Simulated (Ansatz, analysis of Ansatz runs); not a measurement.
# Interstitial H in fcc Cu, hop from an octahedral to the next tetrahedral site: migration barrier against experiment, part 2 of 2

Aim: the migration barrier of interstitial H in fcc Cu, hop from an octahedral to the next tetrahedral site, to be set beside the measurement. Set-up: PBEsol, 32-site cell, PBEsol lattice, 420 eV, k: 4x4x4 Gamma-centred. The model is a cell of 32 host atoms with 1 H put in. The barrier is the energy of the highest image of a climbing band over the relaxed site that the atom leaves. A local or semilocal functional is the cheapest first rung.

Ansatz 0.2.0; PBEsol, 32-site cell, PBEsol lattice, 420 eV, k: 4x4x4 Gamma-centred.

So far: Starting point; Relaxation, charge 0.

## Step 3: Nudged elastic band

A band of images joins the two ends; its highest image climbs to the saddle, whose energy over the site left is the barrier.

This step: plane-wave PAW DFT, PBEsol; nudged elastic band between two relaxed defect structures at fixed charge.

Input file neb/input.yaml:

```yaml
crystal:
  lattice:
    - [7.12805788, 0.0, 0.0]
    - [0.0, 7.12805788, 0.0]
    - [0.0, 0.0, 7.12805788]
  atoms:
    - { symbol: Cu, position: [0.000336106, 0.0, 0.0] }
    - { symbol: Cu, position: [0.001024505, 0.248975495, 0.248975495] }
    - { symbol: Cu, position: [0.25, 0.0, 0.249663894] }
    - { symbol: Cu, position: [0.25, 0.249663894, 0.0] }
    - { symbol: Cu, position: [0.001087019, 0.0, 0.5] }
    - { symbol: Cu, position: [0.001024505, 0.248975495, 0.751024505] }
    - { symbol: Cu, position: [0.25, 0.0, 0.750336106] }
    - { symbol: Cu, position: [0.25, 0.248912981, 0.5] }
    - { symbol: Cu, position: [0.001087019, 0.5, 0.0] }
    - { symbol: Cu, position: [0.001024505, 0.751024505, 0.248975495] }
    - { symbol: Cu, position: [0.25, 0.5, 0.248912981] }
    - { symbol: Cu, position: [0.25, 0.750336106, 0.0] }
    - { symbol: Cu, position: [0.005652977, 0.5, 0.5] }
    - { symbol: Cu, position: [0.001024505, 0.751024505, 0.751024505] }
    - { symbol: Cu, position: [0.25, 0.5, 0.751087019] }
    - { symbol: Cu, position: [0.25, 0.751087019, 0.5] }
    - { symbol: Cu, position: [0.499663894, 0.0, 0.0] }
    - { symbol: Cu, position: [0.498975495, 0.248975495, 0.248975495] }
    - { symbol: Cu, position: [0.75, 0.0, 0.248912981] }
    - { symbol: Cu, position: [0.75, 0.248912981, 0.0] }
    - { symbol: Cu, position: [0.498912981, 0.0, 0.5] }
    - { symbol: Cu, position: [0.498975495, 0.248975495, 0.751024505] }
    - { symbol: Cu, position: [0.75, 0.0, 0.751087019] }
    - { symbol: Cu, position: [0.75, 0.244347023, 0.5] }
    - { symbol: Cu, position: [0.498912981, 0.5, 0.0] }
    - { symbol: Cu, position: [0.498975495, 0.751024505, 0.248975495] }
    - { symbol: Cu, position: [0.75, 0.5, 0.244347023] }
    - { symbol: Cu, position: [0.75, 0.751087019, 0.0] }
    - { symbol: Cu, position: [0.494347023, 0.5, 0.5] }
    - { symbol: Cu, position: [0.498975495, 0.751024505, 0.751024505] }
    - { symbol: Cu, position: [0.75, 0.5, 0.755652977] }
    - { symbol: Cu, position: [0.75, 0.755652977, 0.5] }
    - { symbol: H, position: [0.75, 0.5, 0.5] }
basis:
  ecutwfc: 420
  xc_grid: 2
hamiltonian:
  xc: pbesol
kpoints:
  mp_grid: { grid: [4, 4, 4] }
scf:
  occupations: { method: methfessel_paxton, width: 0.1 }
  max_iter: 120
output:
  forces: true
neb:
  images: 3
  f_tol: 0.04
  climbing: true
  initial_path: idpp
  max_iterations: 45
  order_check: false
  final_atoms:
    - { symbol: Cu, position: [-0.000195812, -0.000797759, -0.000797759] }
    - { symbol: Cu, position: [0.006866633, 0.243133367, 0.243133367] }
[... 3 atom lines left out ...]
    - { symbol: Cu, position: [0.000158986, 0.249841014, 0.752004957] }
[... 3 atom lines left out ...]
    - { symbol: Cu, position: [0.000158986, 0.752004957, 0.249841014] }
[... 2 atom lines left out ...]
    - { symbol: Cu, position: [0.006866633, 0.507844484, 0.507844484] }
[... 4 atom lines left out ...]
    - { symbol: Cu, position: [0.497995043, 0.249841014, 0.249841014] }
[... 3 atom lines left out ...]
    - { symbol: Cu, position: [0.49822439, 0.250195812, 0.75177561] }
[... 1 atom line left out ...]
    - { symbol: Cu, position: [0.742155516, 0.243133367, 0.507844484] }
[... 1 atom line left out ...]
    - { symbol: Cu, position: [0.49822439, 0.75177561, 0.250195812] }
    - { symbol: Cu, position: [0.742155516, 0.507844484, 0.243133367] }
[... 1 atom line left out ...]
    - { symbol: Cu, position: [0.497995043, 0.501136838, 0.501136838] }
[... 1 atom line left out ...]
    - { symbol: Cu, position: [0.748863162, 0.501136838, 0.752004957] }
    - { symbol: Cu, position: [0.748863162, 0.752004957, 0.501136838] }
    - { symbol: H, position: [0.874511074, 0.375488926, 0.375488926] }
```

Run with:

```sh
ansatz run input.yaml --threads 8 --pin off --max-ram 14131MiB --backend cpu --events-out ev --progress --plain --runs-dir out
```

Numbers of over 12 decimals in the logs are rounded to 6 here.

The log of the run:

```text
[...]
Warning: neb: disabling space-group detection — the band's intermediate images generally break the endpoint symmetry, so no spatial operation reduces the k-mesh or symmetrises the density, except that a semilocal band can use its path's symmetry ahead of [...]
[...]
NEB image 0
Crystal: 33 atoms, lattice volume = 362.171 Å³
Basis set: ecut = 420 eV, 7075 PW (Γ), exchange–correlation on 96×96×96 points (8 copies of the dense FFT grid, shifted against one another)
Bands: 366, of which v1, the nominal top of the filled ones, is band 305 counted from 1 (304 counted from 0)
Symmetry: 1 space group operations
k-points: 36 of 64 (time reversal used)
[...]
SCF iter   1: F=—  HF=-210856.189196 eV  |F-HF|=—  |Δ(HF+E_count)|=         —  Δρ=1.92e-2  dr2=6.75e-1  ethr=1.77e-3  ⟨swp⟩=4.9  Hψ=41996  notcnv=0  defer=672
[...]
SCF iter   9: F=-210856.024935 eV  HF=-210856.024935 eV  |F-HF|=6.12e-8  |Δ(HF+E_count)|=   1.41e-7  S|Δr|=    0.00e0  Δρ=2.98e-6  dr2=5.87e-8  ethr=1.64e-11  ⟨swp⟩=2.9  Hψ=41378  notcnv=0
SCF 1 converged in 9 iterations: F = -210856.024935 eV  dr2 = 5.87e-8
[...]
NSCF: frozen V_eff on 36 k-points
NEB image 4
SCF iter   1: F=—  HF=-210855.939952 eV  |F-HF|=—  |Δ(HF+E_count)|=         —  Δρ=1.90e-2  dr2=6.66e-1  ethr=1.77e-3  ⟨swp⟩=4.8  Hψ=41961  notcnv=0  defer=720
[...]
SCF iter   9: F=-210855.778758 eV  HF=-210855.778758 eV  |F-HF|=9.56e-8  |Δ(HF+E_count)|=   5.34e-8  S|Δr|=    0.00e0  Δρ=4.70e-6  dr2=7.28e-8  ethr=1.64e-11  ⟨swp⟩=3.9  Hψ=40200  notcnv=0
SCF 2 converged in 9 iterations: F = -210855.778758 eV  dr2 = 7.28e-8
[...]
NEB end point (image 0): max|allowed force component| = 4.020e-4 eV/Å (the criterion of neb.relax_end_points is 1.000e-2)
NEB end point (image 4): max|allowed force component| = 4.025e-3 eV/Å (the criterion of neb.relax_end_points is 1.000e-2)
NEB image 1
SCF iter   1: F=—  HF=-210855.996929 eV  |F-HF|=—  |Δ(HF+E_count)|=         —  Δρ=1.91e-2  dr2=6.71e-1  ethr=1.77e-3  ⟨swp⟩=4.8  Hψ=42234  notcnv=0  defer=725
[...]
SCF iter   9: F=-210855.833697 eV  HF=-210855.833697 eV  |F-HF|=1.06e-7  |Δ(HF+E_count)|=   1.27e-7  S|Δr|=    0.00e0  Δρ=4.12e-6  dr2=9.51e-8  ethr=1.64e-11  ⟨swp⟩=2.0  Hψ=46125  notcnv=0
SCF 3 converged in 9 iterations: F = -210855.833697 eV  dr2 = 9.51e-8
NEB image 2
SCF iter   1: F=—  HF=-210855.676327 eV  |F-HF|=—  |Δ(HF+E_count)|=         —  Δρ=1.90e-2  dr2=6.64e-1  ethr=1.77e-3  ⟨swp⟩=4.8  Hψ=42265  notcnv=0  defer=782
[...]
SCF iter  10: F=-210855.514978 eV  HF=-210855.514978 eV  |F-HF|=5.94e-9  |Δ(HF+E_count)|=   2.30e-8  S|Δr|=    0.00e0  Δρ=1.14e-6  dr2=7.01e-9  ethr=1.64e-11  ⟨swp⟩=3.0  Hψ=35256  notcnv=0
SCF 4 converged in 10 iterations: F = -210855.514978 eV  dr2 = 7.01e-9
NEB image 3
SCF iter   1: F=—  HF=-210855.709306 eV  |F-HF|=—  |Δ(HF+E_count)|=         —  Δρ=1.89e-2  dr2=6.60e-1  ethr=1.77e-3  ⟨swp⟩=4.8  Hψ=42479  notcnv=0  defer=750
[...]
SCF iter  10: F=-210855.548992 eV  HF=-210855.548992 eV  |F-HF|=4.95e-9  |Δ(HF+E_count)|=   2.00e-8  S|Δr|=    0.00e0  Δρ=1.01e-6  dr2=5.94e-9  ethr=1.64e-11  ⟨swp⟩=3.0  Hψ=34199  notcnv=0
SCF 5 converged in 10 iterations: F = -210855.548992 eV  dr2 = 5.94e-9
NEB iter   1: max|band force component| = 9.292e-1 eV/Å  barrier→ = 0.5100 eV  barrier← = 0.2638 eV  Δτ_max = 0.0630 Å  (47 SCF iters)
NEB image 1
[...]
iter 1 solved again at ethr=5.41e-7 eV; its pass at ethr=3.10e-3 eV (dr2=3.30e-3 eV) is discarded
[...]
SCF iter   8: F=-210855.865667 eV  HF=-210855.865667 eV  |F-HF|=3.81e-8  |Δ(HF+E_count)|=   7.82e-8  S|Δr|=    0.00e0  Δρ=1.97e-6  dr2=2.99e-8  ethr=1.64e-11  ⟨swp⟩=2.6  Hψ=46630  notcnv=0
SCF 6 converged in 8 iterations: F = -210855.865667 eV  dr2 = 2.99e-8
NEB image 2
[...]
SCF iter   8: F=-210855.601685 eV  HF=-210855.601686 eV  |F-HF|=1.15e-7  |Δ(HF+E_count)|=   1.39e-7  S|Δr|=    0.00e0  Δρ=3.37e-6  dr2=8.92e-8  ethr=1.64e-11  ⟨swp⟩=3.0  Hψ=53433  notcnv=0
SCF 7 converged in 8 iterations: F = -210855.601685 eV  dr2 = 8.92e-8
NEB image 3
[...]
SCF iter   8: F=-210855.617983 eV  HF=-210855.617983 eV  |F-HF|=9.57e-8  |Δ(HF+E_count)|=   9.25e-8  S|Δr|=    0.00e0  Δρ=3.36e-6  dr2=7.17e-8  ethr=1.64e-11  ⟨swp⟩=3.0  Hψ=53198  notcnv=0
SCF 8 converged in 8 iterations: F = -210855.617983 eV  dr2 = 7.17e-8
NEB iter   2: max|band force component| = 6.098e-1 eV/Å  barrier→ = 0.4232 eV  barrier← = 0.1771 eV  Δτ_max = 0.1843 Å  (24 SCF iters)
NEB image 1
[...]
SCF iter   9: F=-210855.879269 eV  HF=-210855.879269 eV  |F-HF|=9.50e-8  |Δ(HF+E_count)|=   1.32e-7  S|Δr|=    0.00e0  Δρ=2.95e-6  dr2=8.36e-8  ethr=1.64e-11  ⟨swp⟩=2.5  Hψ=52264  notcnv=0
SCF 9 converged in 9 iterations: F = -210855.879269 eV  dr2 = 8.36e-8
NEB image 2
[...]
SCF iter  10: F=-210855.619270 eV  HF=-210855.619270 eV  |F-HF|=3.98e-8  |Δ(HF+E_count)|=   1.82e-8  S|Δr|=    0.00e0  Δρ=3.32e-6  dr2=2.74e-8  ethr=1.64e-11  ⟨swp⟩=3.2  Hψ=35957  notcnv=0
SCF 10 converged in 10 iterations: F = -210855.619270 eV  dr2 = 2.74e-8
NEB image 3
[...]
SCF iter   9: F=-210855.662059 eV  HF=-210855.662059 eV  |F-HF|=8.16e-8  |Δ(HF+E_count)|=   9.69e-8  S|Δr|=    0.00e0  Δρ=2.95e-6  dr2=7.29e-8  ethr=1.64e-11  ⟨swp⟩=4.0  Hψ=45401  notcnv=0
SCF 11 converged in 9 iterations: F = -210855.662059 eV  dr2 = 7.29e-8
NEB iter   3: max|band force component| = 8.872e-1 eV/Å  barrier→ = 0.4057 eV  barrier← = 0.1595 eV  Δτ_max = 0.0941 Å  (28 SCF iters)
[...]
NEB iter   4: max|band force component| = 3.177e-1 eV/Å  barrier→ = 0.3628 eV  barrier← = 0.1166 eV  CI = image 2  Δτ_max = 0.1671 Å  (25 SCF iters)
[...]
NEB iter   5: max|band force component| = 6.899e-2 eV/Å  barrier→ = 0.3907 eV  barrier← = 0.1446 eV  CI = image 2  Δτ_max = 0.0112 Å  (25 SCF iters)
NEB image 1
[...]
SCF iter   7: F=-210855.833884 eV  HF=-210855.833884 eV  |F-HF|=7.53e-8  |Δ(HF+E_count)|=   7.19e-9  S|Δr|=    0.00e0  Δρ=4.45e-6  dr2=5.08e-8  ethr=1.64e-11  ⟨swp⟩=3.2  Hψ=35452  notcnv=0
SCF 18 converged in 7 iterations: F = -210855.833884 eV  dr2 = 5.08e-8
NEB image 2
[...]
SCF iter   6: F=-210855.635110 eV  HF=-210855.635110 eV  |F-HF|=4.09e-8  |Δ(HF+E_count)|=   3.43e-8  S|Δr|=    0.00e0  Δρ=2.95e-6  dr2=4.00e-8  ethr=1.64e-11  ⟨swp⟩=3.1  Hψ=35276  notcnv=0
SCF 19 converged in 6 iterations: F = -210855.635110 eV  dr2 = 4.00e-8
NEB image 3
[...]
SCF iter   6: F=-210855.709671 eV  HF=-210855.709671 eV  |F-HF|=4.11e-8  |Δ(HF+E_count)|=   8.11e-8  S|Δr|=    0.00e0  Δρ=2.88e-6  dr2=4.16e-8  ethr=1.64e-11  ⟨swp⟩=2.9  Hψ=47312  notcnv=0
SCF 20 converged in 6 iterations: F = -210855.709671 eV  dr2 = 4.16e-8
NEB image 1
[...]
NEB image 3
[...]
NEB image 2
[...]
NEB iter   6: max|band force component| = 2.502e-2 eV/Å  barrier→ = 0.3898 eV  barrier← = 0.1436 eV  CI = image 2  Δτ_max = 0.0000 Å  (19 SCF iters)
SCF converged after 6 iterations
[...]
Free energy (F): -210855.635110 eV
[...]
Internal energy: -210855.634686 eV  (E = F + TS)
E sigma→0 (E₀):  -210855.635004 eV
Entropy (-TS):   -0.000424 eV (-0.013 meV/atom)
Fermi energy:    17.573695 eV
[...]
--- Forces (eV/Å), atoms counted from 1 ---
  atom   1  Cu     0.00063321     0.00280187     0.00518364
  atom   2  Cu    -0.01515145     0.01547103     0.01191722
  [... 10 atoms left out ...]
  atom  13  Cu     0.00496778    -0.01473612     0.00953877
  [... 4 atoms left out ...]
  atom  18  Cu     0.00815101    -0.00137362     0.00106254
  [... 5 atoms left out ...]
  atom  24  Cu     0.01344015     0.00298253     0.00205108
  [... 1 atom left out ...]
  atom  26  Cu    -0.00329313     0.00403550     0.00088385
  atom  27  Cu    -0.00769472    -0.00201691    -0.01557754
  [... 1 atom left out ...]
  atom  29  Cu     0.00297295    -0.00117317    -0.00088408
  atom  30  Cu    -0.00188060     0.00263301    -0.00075563
  atom  31  Cu    -0.00162314     0.00097506     0.00565697
  atom  32  Cu     0.00123761    -0.00553613    -0.00168799
  atom  33  H     -0.00262651     0.00500659    -0.00082512
  max |Σ_I F_I| component: 3.29e-5 eV/Å
--- Band table (eV; the first three rows and the last of 36) ---
[...]
[... further k-points left out ...]
this run last wrote the band of iteration 6 to <dir>
--- NEB band (5 images, 6 band iterations, 168 SCF iterations) ---
  forward barrier  = 0.389824 eV
  backward barrier = 0.143648 eV
  lagrangian_above_aufbau_ev (what the smearing adds, to first order; not taken off the barriers): saddle image -0.000802 eV, end points -0.003268 and +0.000284 eV
  climbing image's point = of an order that was not read
  energies are F+E_penalty+E_count in eV, relative to image 0
  image     s (Å)  Δ vs image 0  max|band force component| (eV/Å)
      0    0.0000      0.000000                                 —
      1    0.4826      0.191051                          1.784e-2
  *   2    0.9652      0.389824                          1.558e-2
      3    1.2754      0.315264                          2.502e-2
      4    1.5855      0.246177                                 —
  climbing-image geometry (image 2):
  cell:  # Å, volume = 362.1710 Å³
    - [7.12805788, 0.0, 0.0]
    - [0.0, 7.12805788, 0.0]
    - [0.0, 0.0, 7.12805788]
  atoms:
    - { symbol: Cu, position: [-0.000901, 0.002533, 0.002282] }
    - { symbol: Cu, position: [-0.003271, 0.253204, 0.253492] }
    - { symbol: Cu, position: [0.247647, 0.002422, 0.250767] }
    - { symbol: Cu, position: [0.247500, 0.250964, 0.002318] }
    - { symbol: Cu, position: [0.000714, -0.001553, 0.500870] }
    - { symbol: Cu, position: [0.000640, 0.249417, 0.750589] }
    - { symbol: Cu, position: [0.249051, 0.000945, 0.752037] }
    - { symbol: Cu, position: [0.251543, 0.249433, 0.500828] }
    - { symbol: Cu, position: [0.000505, 0.500761, -0.001485] }
    - { symbol: Cu, position: [0.000808, 0.751194, 0.249084] }
    - { symbol: Cu, position: [0.251520, 0.500872, 0.249165] }
    - { symbol: Cu, position: [0.249180, 0.751933, 0.000823] }
    - { symbol: Cu, position: [0.014582, 0.508875, 0.507839] }
    - { symbol: Cu, position: [0.000763, 0.752605, 0.752700] }
    - { symbol: Cu, position: [0.252057, 0.500730, 0.752951] }
    - { symbol: Cu, position: [0.252262, 0.752989, 0.500746] }
    - { symbol: Cu, position: [0.498048, 0.000857, 0.000862] }
    - { symbol: Cu, position: [0.498977, 0.249292, 0.249127] }
    - { symbol: Cu, position: [0.749107, -0.001536, 0.249101] }
    - { symbol: Cu, position: [0.749261, 0.249580, -0.001477] }
    - { symbol: Cu, position: [0.496839, -0.002290, 0.500770] }
    - { symbol: Cu, position: [0.497317, 0.249272, 0.752761] }
    - { symbol: Cu, position: [0.749257, -0.002132, 0.753144] }
    - { symbol: Cu, position: [0.741150, 0.234973, 0.508150] }
    - { symbol: Cu, position: [0.497444, 0.500680, -0.002046] }
    - { symbol: Cu, position: [0.497469, 0.752510, 0.249154] }
    - { symbol: Cu, position: [0.742087, 0.508279, 0.236225] }
    - { symbol: Cu, position: [0.749325, 0.752577, -0.002111] }
    - { symbol: Cu, position: [0.497794, 0.500463, 0.500411] }
    - { symbol: Cu, position: [0.499854, 0.750089, 0.750296] }
    - { symbol: Cu, position: [0.749676, 0.500343, 0.751587] }
    - { symbol: Cu, position: [0.749513, 0.752473, 0.500465] }
    - { symbol: H, position: [0.826716, 0.422815, 0.424143] }
```

It took 41 min on 8 threads of Arm Neoverse V2, shared host; peak memory 11 GiB; 5.4 h of CPU time.

In the SCF lines HF is the Harris–Foulkes energy and dr2 the Hartree energy of the density residual, in eV; the loop may stop once dr2 is under the threshold and the program's other checks hold. Hψ counts applications of the Hamiltonian.

The path, image by image:

```tsv
image	path (Å)	energy (eV)	H33: x, y, z (Å)
0	0.000	0.0000	5.346, 3.564, 3.564
1	0.483	0.1911	5.619, 3.288, 3.298
2	0.965	0.3898	5.893, 3.014, 3.023
3	1.275	0.3153	6.074, 2.834, 2.841
4	1.586	0.2462	6.234, 2.677, 2.677
```

Read from the output:

```yaml
free_energy: -210855.6351 eV
barrier_forward: 0.3898 eV
barrier_backward: 0.1436 eV
```

## Step 4: Summary of results

| Item | Value |
| --- | --- |
| migration barrier (saddle less minimum) | 0.39 eV |
| energy difference of the two ends | 0.25 eV |
| length of the hop | 1.54 Å |
| time of the whole chain | 44 min on 8 threads |

Migration barrier: computed 0.39 eV, measured 0.375 eV; 0.01 eV above the measurement. The measured number is an Arrhenius activation energy of long-range diffusion; for H it holds zero-point energy, and trapping at vacancies and dislocations can raise it. One hop between neighbouring sites is computed at the host's lattice. Limits: the periodic copies of the defect are only 7.1 Å apart.

[Logs are printed without paths, hosts, clocks, repeated set-up lines and the standing remarks that a program may print on its own settings, such as how far it seeks lower states.]

[Hosts, paths, dates, database ids (printed as entryN), source tags and the programs' standing remarks are cut or masked in the printed files.]

[For some hosts the program warned that the k-mesh of the response run may be too coarse for force constants and the static dielectric constant; such warnings are not shown here.]
